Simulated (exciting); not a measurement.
# Core excitons at the F K edge of LuSF

How far do the exchange and direct terms reshape the F K edge of LuSF?

Method: X-ray absorption, core-level Bethe-Salpeter equation, exchange and statically screened direct term, Tamm-Dancoff, all-electron LAPW+lo LDA, in exciting sodium.

## Step 1: Starting point

It takes space group R-3m (No. 166, trigonal). Conventional cell: a = 3.975 Å, b = 3.975 Å, c = 24.629 Å, α = 90.00°, β = 90.00°, γ = 120.00°. Nearest to Lu lie 6 S at 2.70 Å. Nearest to Lu lie 6 F at 2.29 Å and 2 S at 2.68 Å. Nearest to S lie 4 Lu at 2.68 to 2.70 Å. F has 3 Lu at 2.29 Å and 3 F at 2.29 Å nearest. Farther neighbours and most contacts between anions are not listed.

Coordinates:

```cif
data_structure
_symmetry_space_group_name_H-M 'P 1'
_symmetry_Int_Tables_number 1
_cell_length_a 8.5243
_cell_length_b 8.5243
_cell_length_c 8.5243
_cell_angle_alpha 26.963
_cell_angle_beta 26.963
_cell_angle_gamma 26.963
_cell_volume 112.32
loop_
_atom_site_label
_atom_site_type_symbol
_atom_site_fract_x
_atom_site_fract_y
_atom_site_fract_z
_atom_site_occupancy
Lu1 Lu 0.00000 0.00000 0.00000 1
Lu2 Lu 0.50000 0.50000 0.50000 1
S3 S 0.60890 0.60890 0.60890 1
S4 S 0.39110 0.39110 0.39110 1
F5 F 0.83270 0.83270 0.83270 1
F6 F 0.16730 0.16730 0.16730 1
```

Differences between curves are given as r.m.s. difference over r.m.s. height.

## Step 2: Ground state

The species files are the program's own, with muffin-tin radii set in the input.

input.xml reads:

```
<input>
  <title>LuSF</title>
  <structure speciespath="." autormt="false" epslat="1.0e-5">
    <crystal>
      <basevect>3.7554527268 2.1682116428 15.5140215717</basevect>
      <basevect>-3.7554527268 2.1682116428 15.5140215717</basevect>
      <basevect>0.0000000000 -4.3364232854 15.5140215717</basevect>
    </crystal>
    <species speciesfile="Lu.xml" rmt="2.240">
      <atom coord="0.0000000000 0.0000000000 0.0000000000"/>
      <atom coord="0.5000000000 0.5000000000 0.5000000000"/>
    </species>
    <species speciesfile="S.xml" rmt="2.300">
      <atom coord="0.6089000000 0.6089000000 0.6089000000"/>
      <atom coord="0.3911000000 0.3911000000 0.3911000000"/>
    </species>
    <species speciesfile="F.xml" rmt="1.966">
      <atom coord="0.8327000000 0.8327000000 0.8327000000"/>
      <atom coord="0.1673000000 0.1673000000 0.1673000000"/>
    </species>
  </structure>
  <groundstate do="fromscratch" xctype="LDA_PW" ngridk="3 3 3" rgkmax="7" gmaxvr="14" nempty="8" swidth="0.001" maxscl="100" epsengy="1e-5"/>
</input>
```

Launch:

```
> OMP_NUM_THREADS=1 mpirun -n 4 exciting
```

Numbers of over 12 decimals in the logs are rounded to 6 here.

Log:

```text
EXCITING SODIUM started
********************************************************************************
* Ground-state run starting from atomic densities                              *
********************************************************************************
+ Starting initialization                                                      +
[... lattice and species ...]
 Spin treatment                             :    spin-unpolarised
 Number of Bravais lattice symmetries       :      12
[...]
+ Self-consistent loop stopped                                                 +
 STATE.OUT is written
********************************************************************************
* Groundstate module stopped                                                   *
********************************************************************************
 Total time spent (seconds)                 :        74.35
- CAUTION! Warnings have been written in file WARNING.OUT !                    -
| EXCITING SODIUM stopped                                                      =
[key lines of the parts left out:]
Total energy                               :    -30139.82751795
Fermi energy                               :         0.19404847
```

Elapsed: 75 s, on 4 MPI ranks of Arm Neoverse V1, shared host.

The warnings file holds hints only, no warning.

The mesh shows a gap of 2.51 eV. Core levels (Dirac, from the valence top):

| atom | level | energy (eV) |
| --- | --- | --- |
| F | 1s1/2 | -650.0 |

## Step 3: A richer basis for the empty states

Each species file gets more local orbitals, built from u and its energy derivative at 0.15 Ha and u at 0.9 Ha.

input.xml is that of step 2.

SPECIES.xml, added lines reads:

```
<lo l="L">  <!-- L = 0, 1, 2, and 3 from Cs on -->
  <wf matchingOrder="0" trialEnergy="0.1500" searchE="false"/>
  <wf matchingOrder="1" trialEnergy="0.1500" searchE="false"/>
  <wf matchingOrder="0" trialEnergy="0.9000" searchE="false"/>
</lo>
```

Launch:

```
> OMP_NUM_THREADS=1 mpirun -n 4 exciting
```

Log:

```text
EXCITING SODIUM started
********************************************************************************
* Ground-state run starting from atomic densities                              *
********************************************************************************
+ Starting initialization                                                      +
[... lattice and species ...]
 Spin treatment                             :    spin-unpolarised
 Number of Bravais lattice symmetries       :      12
[...]
+ Self-consistent loop stopped                                                 +
 STATE.OUT is written
********************************************************************************
* Groundstate module stopped                                                   *
********************************************************************************
 Total time spent (seconds)                 :        86.02
- CAUTION! Warnings have been written in file WARNING.OUT !                    -
| EXCITING SODIUM stopped                                                      =
[key lines of the parts left out:]
Total energy                               :    -30139.83016687
Fermi energy                               :         0.19440450
```

Run time: 87 s. Hardware: 4 MPI ranks.

Against the first ground state the total energy moves by -12 meV an atom and the gap by 0.00 eV.

## Step 4: Screening, kernels and BSE for F atom 5

The absorber has 3 Lu at 2.29 Å and 3 F at 2.29 Å (6-fold, site symmetry 3m).

input.xml: that of step 3 with these lines changed.

```diff
@@ -21,3 +21,20 @@
   </structure>
-  <groundstate do="fromscratch" xctype="LDA_PW" ngridk="3 3 3" rgkmax="7" gmaxvr="14" nempty="8" swidth="0.001" maxscl="100" epsengy="1e-5"/>
+  <groundstate do="skip" xctype="LDA_PW" ngridk="3 3 3" rgkmax="7" gmaxvr="14" nempty="8" swidth="0.001" maxscl="100" epsengy="1e-5"/>
+  <xs xstype="BSE" ngridk="3 3 3" ngridq="3 3 3" vkloff="0.097 0.273 0.493" rgkmax="7" nempty="52" gqmax="3" lmaxapwwf="5" lmaxemat="2" broad="0.01654" tevout="true">
+    <energywindow intv="23.537 25.154" points="439"/>
+    <screening screentype="full" nempty="80"/>
+    <BSE xas="true" xasspecies="3" xasatom="1" xasedge="K" bsetype="singlet" nstlxas="1 48"/>
+    <qpointset>
+      <qpoint>0 0 0</qpoint>
+    </qpointset>
+    <plan>
+      <doonly task="xsgeneigvec"/>
+      <doonly task="writepmatxs"/>
+      <doonly task="scrgeneigvec"/>
+      <doonly task="scrwritepmat"/>
+      <doonly task="screen"/>
+      <doonly task="scrcoulint"/>
+      <doonly task="exccoulint"/>
+    </plan>
+  </xs>
 </input>
```

input.xml for the last start (plan only) reads:

```
  <plan>
    <doonly task="bse"/>
  </plan>
```

Launch:

```
> OMP_NUM_THREADS=1 mpirun -n 4 exciting
> OMP_NUM_THREADS=4 exciting
```

Log:

```text
| EXCITING SODIUM started for task xsgeneigvec ( 301)                          =
One-shot GS runs for BSE calculations
One-shot GS runs for k+qmt/2 grids
Info(xsgeneigvec): Generating eigenvectors for Q-point      1
Info(xsgeneigvec): Generation of eigenvectors finished
| EXCITING SODIUM started for task writepmatxs ( 320)                          =
Info(writepmatxs): Momentum matrix elements finished
| EXCITING SODIUM started for task scrgeneigvec ( 401)                         =
One-shot GS runs for BSE calculations
One-shot GS runs for k+qmt/2 grids
[...]
Info(setup_bse_block): Setting up RR part of hamiltonian
Info(setup_bse_block): Singlet spin state
Info(bse): Diagonalizing RR Hamiltonian (TDA)
Info(bse): Invoking Lapack routine ZHEEVR
      2592 eigen solutions found in the interval:
         i1=       1 i2=    2592
Info(bse): Writing excition energies and oscillator strengths to text file.
Info(makespectrum_dist): Making spectrum using formula for coupling with time reversed AR basis.
Info(makespectrum_dist): Using formalism for vanishing momentum transfer.
Info(writederived): Writing quantities derived from the macroscopic dielectric function.
Info(bselauncher): Spectrum finished for iqmt=  1
Info(bselauncher): All done for BSE type singlet
```

Wall time 27 min (4 MPI ranks).

Wall time by task: xsgeneigvec 17 s, writepmatxs 8.7 s, scrgeneigvec 13 s, scrwritepmat 7 s, screen 7.8 min, scrcoulint 10 min, exccoulint 7.9 min, bse 11 s.

The F K spectrum of F atom 5 (energy from the Kohn–Sham onset, core level to the lowest empty state found on the meshes used, 652.42 eV; the shifted mesh sets it, since it comes nearer the band minimum than the ground-state mesh; Im ε scaled to the maximum of the singlet run; cut below the end of the band set):

| E (eV) | isotropic | ε ⊥ c | ε ∥ c |
| --- | --- | --- | --- |
| -4.0 | 0.02 | 0.01 | 0.02 |
| -3.5 | 0.02 | 0.01 | 0.03 |
| -3.0 | 0.02 | 0.02 | 0.04 |
| -2.5 | 0.03 | 0.02 | 0.05 |
| -2.0 | 0.04 | 0.02 | 0.08 |
| -1.5 | 0.07 | 0.03 | 0.15 |
| -1.0 | 0.14 | 0.04 | 0.33 |
| -0.5 | 0.30 | 0.05 | 0.80 |
| 0.0 | 0.40 | 0.07 | 1.06 |
| 0.5 | 0.31 | 0.11 | 0.71 |
| 1.0 | 0.24 | 0.18 | 0.34 |
| 1.5 | 0.30 | 0.36 | 0.19 |
| 2.0 | 0.55 | 0.75 | 0.14 |
| 2.5 | 0.98 | 1.41 | 0.13 |
| 3.0 | 0.77 | 1.09 | 0.14 |
| 3.5 | 0.51 | 0.69 | 0.15 |
| 4.0 | 0.36 | 0.47 | 0.14 |
| 4.5 | 0.29 | 0.35 | 0.15 |
| 5.0 | 0.26 | 0.30 | 0.17 |
| 5.5 | 0.24 | 0.26 | 0.19 |
| 6.0 | 0.26 | 0.26 | 0.25 |
| 6.5 | 0.28 | 0.24 | 0.36 |
| 7.0 | 0.23 | 0.17 | 0.37 |
| 7.5 | 0.18 | 0.11 | 0.31 |
| 8.0 | 0.14 | 0.10 | 0.23 |
| 8.5 | 0.11 | 0.09 | 0.16 |
| 9.0 | 0.11 | 0.09 | 0.13 |
| 9.5 | 0.10 | 0.10 | 0.11 |
| 10.0 | 0.09 | 0.09 | 0.09 |
| 10.5 | 0.09 | 0.09 | 0.09 |
| 11.0 | 0.11 | 0.12 | 0.10 |
| 11.5 | 0.13 | 0.14 | 0.12 |
| 12.0 | 0.15 | 0.15 | 0.16 |
| 12.5 | 0.20 | 0.19 | 0.21 |
| 13.0 | 0.25 | 0.24 | 0.27 |
| 13.5 | 0.28 | 0.27 | 0.29 |
| 14.0 | 0.28 | 0.30 | 0.25 |
| 14.5 | 0.27 | 0.30 | 0.23 |
| 15.0 | 0.28 | 0.30 | 0.23 |
| 15.5 | 0.24 | 0.26 | 0.21 |
| 16.0 | 0.19 | 0.21 | 0.16 |
| 16.5 | 0.17 | 0.18 | 0.13 |
| 17.0 | 0.14 | 0.15 | 0.13 |
| 17.5 | 0.12 | 0.13 | 0.12 |
| 18.0 | 0.12 | 0.12 | 0.12 |
| 18.5 | 0.14 | 0.14 | 0.14 |
| 19.0 | 0.15 | 0.15 | 0.16 |
| 19.5 | 0.16 | 0.16 | 0.16 |
| 20.0 | 0.17 | 0.16 | 0.17 |
| 20.5 | 0.16 | 0.16 | 0.18 |
| 21.0 | 0.14 | 0.14 | 0.14 |

Maxima (height): 0.0 eV (0.40), 2.6 eV (1.00), 6.5 eV (0.28), 14.2 eV (0.28) and 20.3 eV (0.17).

The Hamiltonian has 2592 rows. The lowest groups of eigenvalues and the brightest ones, on the scale above. Core spinors bring spin-forbidden partners, so dark means forbidden by spin or by symmetry, and the shifted mesh splits states that symmetry would keep together:

| energy (eV) | states within 10 meV | relative strength |
| --- | --- | --- |
| -0.556 | 2 | 0.40 |
| -0.494 | 2 | 0.056 |
| -0.374 | 2 | 0.021 |
| -0.283 | 2 | 0.058 |
| -0.205 | 1 | dark |
| -0.194 | 1 | 0.95 |
| 0.236 | 2 | 0.56 |
| 2.387 | 2 | 0.39 |
| 2.433 | 2 | 0.64 |
| 2.560 | 1 | 1.00 |
| 2.581 | 2 | 0.45 |

## Step 5: Independent particles

input.xml: that of step 4 with these lines changed.

```diff
@@ -25,3 +25,3 @@
     <screening screentype="full" nempty="80"/>
-    <BSE xas="true" xasspecies="3" xasatom="1" xasedge="K" bsetype="singlet" nstlxas="1 48"/>
+    <BSE xas="true" xasspecies="3" xasatom="1" xasedge="K" bsetype="IP" nstlxas="1 48"/>
     <qpointset>
@@ -30,9 +30,3 @@
     <plan>
-      <doonly task="xsgeneigvec"/>
-      <doonly task="writepmatxs"/>
-      <doonly task="scrgeneigvec"/>
-      <doonly task="scrwritepmat"/>
-      <doonly task="screen"/>
-      <doonly task="scrcoulint"/>
-      <doonly task="exccoulint"/>
+      <doonly task="bse"/>
     </plan>
```

Launch:

```
> OMP_NUM_THREADS=4 exciting
```

Log:

```text
| EXCITING SODIUM started for task bse ( 445)                                  =
Info(bselauncher): Init time:    2.031407
Info(bselauncher): Setting up and diagonalizing BSE Hamiltonian.
Info(bselauncher): Using momentum transfer vectors from list :   1 to  1
Info(bselauncher): Distributing qmt-points over   1 processes.
Info(bselauncher): BSE type: IP
Info(bselauncher): Momentum transfer list index: iqmt=  1
Info(bselauncher): Momentum transfer: vqmtl=   0.000   0.000   0.000
Info(bse): Inspecting occupations...
Info(setranges_modxs): Number of non-reduced k-points:       27
[...]
highest unoccupied state:  86
  Opening gap with a scissor of:      0.000/H      0.000/eV
Info(select_transitions): Number of participating transitions:    2592
Info(bse): Selecting transitions...
Info(bse):bsegap (eV):   652.420322
Info(bse): IP requested, nothing much to do
Info(bse): Writing excition energies and oscillator strengths to text file.
Info(makespectrum_dist): Making spectrum using formula for coupling with time reversed AR basis.
Info(makespectrum_dist): Using formalism for vanishing momentum transfer.
Info(writederived): Writing quantities derived from the macroscopic dielectric function.
Info(bselauncher): Spectrum finished for iqmt=  1
Info(bselauncher): All done for BSE type IP
```

The job ended after 3 s (4 threads).

Maxima (height): 2.2 eV (0.26), 5.8 eV (0.54), 7.7 eV (0.43) and 16.3 eV (0.34). The spectrum differs from the singlet run by 71 % r.m.s. Moving the earlier curve by +2.8 eV leaves 37 %. The highest maximum lies at 5.8 eV (0.54), against 2.6 eV (1.00).

## Step 6: Exchange alone

input.xml: that of step 5 with these lines changed.

```diff
@@ -25,3 +25,3 @@
     <screening screentype="full" nempty="80"/>
-    <BSE xas="true" xasspecies="3" xasatom="1" xasedge="K" bsetype="IP" nstlxas="1 48"/>
+    <BSE xas="true" xasspecies="3" xasatom="1" xasedge="K" bsetype="RPA" nstlxas="1 48"/>
     <qpointset>
```

Launch:

```
> OMP_NUM_THREADS=4 exciting
```

Log:

```text
| EXCITING SODIUM started for task bse ( 445)                                  =
Info(bselauncher): Init time:    2.040292
Info(bselauncher): Setting up and diagonalizing BSE Hamiltonian.
Info(bselauncher): Using momentum transfer vectors from list :   1 to  1
Info(bselauncher): Distributing qmt-points over   1 processes.
Info(bselauncher): BSE type: RPA
Info(bselauncher): Momentum transfer list index: iqmt=  1
Info(bselauncher): Momentum transfer: vqmtl=   0.000   0.000   0.000
Info(bse): Inspecting occupations...
Info(setranges_modxs): Number of non-reduced k-points:       27
[...]
Info(setup_bse_block): Setting up RR part of hamiltonian
Info(setup_bse_block): Using RPA approximation
Info(bse): Diagonalizing RR Hamiltonian (TDA)
Info(bse): Invoking Lapack routine ZHEEVR
      2592 eigen solutions found in the interval:
         i1=       1 i2=    2592
Info(bse): Writing excition energies and oscillator strengths to text file.
Info(makespectrum_dist): Making spectrum using formula for coupling with time reversed AR basis.
Info(makespectrum_dist): Using formalism for vanishing momentum transfer.
Info(writederived): Writing quantities derived from the macroscopic dielectric function.
Info(bselauncher): Spectrum finished for iqmt=  1
Info(bselauncher): All done for BSE type RPA
```

Wall time 12 s (4 threads).

Maxima (height): 2.3 eV (0.26), 5.8 eV (0.53), 7.7 eV (0.43) and 16.3 eV (0.34). Against the independent-particle run the r.m.s. difference is 2 %.

## Step 7: Direct term alone

input.xml: that of step 6 with these lines changed.

```diff
@@ -25,3 +25,3 @@
     <screening screentype="full" nempty="80"/>
-    <BSE xas="true" xasspecies="3" xasatom="1" xasedge="K" bsetype="RPA" nstlxas="1 48"/>
+    <BSE xas="true" xasspecies="3" xasatom="1" xasedge="K" bsetype="triplet" nstlxas="1 48"/>
     <qpointset>
```

Launch:

```
> OMP_NUM_THREADS=4 exciting
```

Log:

```text
| EXCITING SODIUM started for task bse ( 445)                                  =
Info(bselauncher): Init time:    2.024646
Info(bselauncher): Setting up and diagonalizing BSE Hamiltonian.
Info(bselauncher): Using momentum transfer vectors from list :   1 to  1
Info(bselauncher): Distributing qmt-points over   1 processes.
Info(bselauncher): BSE type: triplet
Info(bselauncher): Momentum transfer list index: iqmt=  1
Info(bselauncher): Momentum transfer: vqmtl=   0.000   0.000   0.000
Info(bse): Inspecting occupations...
[...]
Info(setup_bse_block): Setting up RR part of hamiltonian
Info(setup_bse_block): Triplet spin state
Info(bse): Diagonalizing RR Hamiltonian (TDA)
Info(bse): Invoking Lapack routine ZHEEVR
      2592 eigen solutions found in the interval:
         i1=       1 i2=    2592
Info(bse): Writing excition energies and oscillator strengths to text file.
Info(makespectrum_dist): Making spectrum using formula for coupling with time reversed AR basis.
Info(makespectrum_dist): Using formalism for vanishing momentum transfer.
Info(writederived): Writing quantities derived from the macroscopic dielectric function.
Info(bselauncher): Spectrum finished for iqmt=  1
Info(bselauncher): All done for BSE type triplet
```

Run time: 12 s. Hardware: 4 threads.

Maxima (height): -0.1 eV (0.41), 2.6 eV (1.02), 6.5 eV (0.28), 14.2 eV (0.28) and 20.3 eV (0.16). The spectrum differs from the singlet run by 4 % r.m.s.

## Step 8: Another input

In this try the input is made faulty on purpose, to show what that does.

input.xml: that of step 7 with these lines changed.

```diff
@@ -24,4 +24,4 @@
     <energywindow intv="23.537 25.154" points="439"/>
-    <screening screentype="full" nempty="80"/>
-    <BSE xas="true" xasspecies="3" xasatom="1" xasedge="K" bsetype="triplet" nstlxas="1 48"/>
+    <screening screentype="full" nempty="3"/>
+    <BSE xas="true" xasspecies="3" xasatom="1" xasedge="K" bsetype="singlet" nstlxas="1 48"/>
     <qpointset>
@@ -30,3 +30,6 @@
     <plan>
-      <doonly task="bse"/>
+      <doonly task="scrgeneigvec"/>
+      <doonly task="scrwritepmat"/>
+      <doonly task="screen"/>
+      <doonly task="scrcoulint"/>
     </plan>
```

input.xml for the last start (plan only) reads:

```
  <plan>
    <doonly task="bse"/>
  </plan>
```

Launch:

```
> OMP_NUM_THREADS=1 mpirun -n 4 exciting
> OMP_NUM_THREADS=4 exciting
```

Log:

```text
| EXCITING SODIUM started for task scrgeneigvec ( 401)                         =
One-shot GS runs for BSE calculations
One-shot GS runs for k+qmt/2 grids
Info(xsgeneigvec): Generating eigenvectors for Q-point      1
Using screening GS parameters.
Info(xsgeneigvec): Generation of eigenvectors finished
| EXCITING SODIUM started for task scrwritepmat ( 420)                         =
Info(writepmatxs): Momentum matrix elements finished
Info(scrwritepmat): Momentum matrix elements for screening finished
| EXCITING SODIUM started for task screen ( 430)                               =
[...]
Info(setup_bse_block): Setting up RR part of hamiltonian
Info(setup_bse_block): Singlet spin state
Info(bse): Diagonalizing RR Hamiltonian (TDA)
Info(bse): Invoking Lapack routine ZHEEVR
      2592 eigen solutions found in the interval:
         i1=       1 i2=    2592
Info(bse): Writing excition energies and oscillator strengths to text file.
Info(makespectrum_dist): Making spectrum using formula for coupling with time reversed AR basis.
Info(makespectrum_dist): Using formalism for vanishing momentum transfer.
Info(writederived): Writing quantities derived from the macroscopic dielectric function.
Info(bselauncher): Spectrum finished for iqmt=  1
Info(bselauncher): All done for BSE type singlet
```

Wall time 12 min (4 MPI ranks).

The input has a fault: far too few empty states in the screening. Against the singlet run the r.m.s. difference is 114 %. Moving the earlier curve by -2.7 eV leaves 53 %. The highest maximum lies at -0.1 eV (1.75), against 2.6 eV (1.00). The first bright state moves from -0.56 to -2.27 eV. Too few states underscreen, so the attraction is too strong.

| E (eV) | first run | this run |
| --- | --- | --- |
| -5.0 | 0.01 | 0.04 |
| -4.0 | 0.02 | 0.07 |
| -3.0 | 0.02 | 0.24 |
| -2.0 | 0.04 | 0.63 |
| -1.0 | 0.14 | 0.48 |
| 0.0 | 0.40 | 1.72 |
| 1.0 | 0.24 | 0.37 |
| 2.0 | 0.55 | 0.16 |
| 3.0 | 0.77 | 0.14 |
| 4.0 | 0.36 | 0.14 |
| 5.0 | 0.26 | 0.16 |
| 6.0 | 0.26 | 0.15 |
| 7.0 | 0.23 | 0.09 |
| 8.0 | 0.14 | 0.07 |
| 9.0 | 0.11 | 0.08 |
| 10.0 | 0.09 | 0.09 |
| 11.0 | 0.11 | 0.15 |
| 12.0 | 0.15 | 0.22 |
| 13.0 | 0.25 | 0.22 |
| 14.0 | 0.28 | 0.16 |
| 15.0 | 0.28 | 0.12 |
| 16.0 | 0.19 | 0.08 |
| 17.0 | 0.14 | 0.07 |
| 18.0 | 0.12 | 0.09 |
| 19.0 | 0.15 | 0.10 |
| 20.0 | 0.17 | 0.09 |
| 21.0 | 0.14 | 0.06 |

[end of part 1 of 2]

[Banner, clock and machine lines of the logs are left out without a mark of their own.]

[Logs are printed without paths, hosts, clocks, repeated set-up lines and the standing remarks that a program may print on its own settings, such as how far it seeks lower states.]

[Hosts, paths, dates, database ids (printed as entryN), source tags and the programs' standing remarks are cut or masked in the printed files.]
